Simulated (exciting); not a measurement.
Consider CeO2, space group Fm-3m.

```
Ce O
1.0
     0.00000    2.70365    2.70365
     2.70365    0.00000    2.70365
     2.70365    2.70365    0.00000
Ce O
1 2
Direct
  0.00000 0.00000 0.00000
  0.75000 0.75000 0.75000
  0.25000 0.25000 0.25000
```

Absorber: atom 1, with 8 O at 2.34 Å (cubic, site symmetry m-3m). Method: exciting, all-electron LAPW+lo, LDA, spinor conduction states, exchange and screened direct term (singlet BSE), 2×2×1 shifted k points, 40 conduction spinor bands, |G+q| up to 4 bohr⁻¹ (3.2 in the exchange term), full RPA screening with nempty = 49, Lorentzian half width 0.43 eV.

**Question.** Predict the Ce M₄,₅ near-edge structure at this level.

Bound core exciton? Yes on this mesh: the first bright state (over 5 % of the brightest) lies at -4.20 eV from the Kohn–Sham onset; weaker or dark states reach down to -5.28 eV. Maxima (height): -3.6 eV (1.00) and 14.4 eV (0.71).

Energy from the Kohn–Sham onset, core level to the lowest empty state found on the meshes used; Im ε in relative units:

```tsv
E (eV)	Im ε
-7.5	0.02
-7.0	0.02
-6.5	0.03
-6.0	0.05
-5.5	0.08
-5.0	0.17
-4.5	0.40
-4.0	0.72
-3.5	0.99
-3.0	0.40
-2.5	0.16
-2.0	0.08
-1.5	0.05
-1.0	0.04
-0.5	0.03
0.0	0.02
0.5	0.02
1.0	0.01
1.5	0.01
2.0	0.01
2.5	0.01
3.0	0.01
3.5	0.01
4.0	0.01
4.5	0.01
5.0	0.01
5.5	0.01
6.0	0.01
6.5	0.01
7.0	0.01
7.5	0.01
8.0	0.01
8.5	0.01
9.0	0.01
9.5	0.01
10.0	0.01
10.5	0.01
11.0	0.02
11.5	0.02
12.0	0.03
12.5	0.05
13.0	0.09
13.5	0.19
14.0	0.49
14.5	0.67
15.0	0.45
15.5	0.22
16.0	0.10
16.5	0.06
17.0	0.05
17.5	0.03
18.0	0.03
18.5	0.02
19.0	0.02
19.5	0.02
20.0	0.01
20.5	0.01
21.0	0.01
21.5	0.01
22.0	0.01
22.5	0.01
23.0	0.00
23.5	0.00
24.0	0.00
24.5	0.00
25.0	0.00
25.5	0.00
26.0	0.00
26.5	0.00
27.0	0.00
27.5	0.00
28.0	0.00
28.5	0.00
29.0	0.00
29.5	0.00
30.0	0.00
30.5	0.00
31.0	0.00
31.5	0.00
32.0	0.00
32.5	0.00
```

Binding energies aren't converged on 4 k points, and the weak maxima beyond the white lines are largely noise of the mesh. The 3d–f Coulomb and exchange terms need higher kernel cutoffs, and a higher angular limit than lmaxemat = 3, so the multiplet shape isn't converged and the effect of exchange is likely too small. The zero comes from the unshifted 4×4×4 ground-state mesh; it is exact only where the band minimum lies on that mesh. The Kohn–Sham onset, 857 eV, is no photon energy (tabulated edge of the element: 883.8 eV): the scale needs a rigid shift. Bands and screening come from semilocal DFT, whose small gap overscreens. Charge-transfer satellites and vibrations lie outside this two-particle theory. The structure is a published determination, not relaxed.

[Banner, clock and machine lines of the logs are left out without a mark of their own.]

[Logs are printed without paths, hosts, clocks, repeated set-up lines and the standing remarks that a program may print on its own settings, such as how far it seeks lower states.]

[Hosts, paths, dates, database ids (printed as entryN), source tags and the programs' standing remarks are cut or masked in the printed files.]
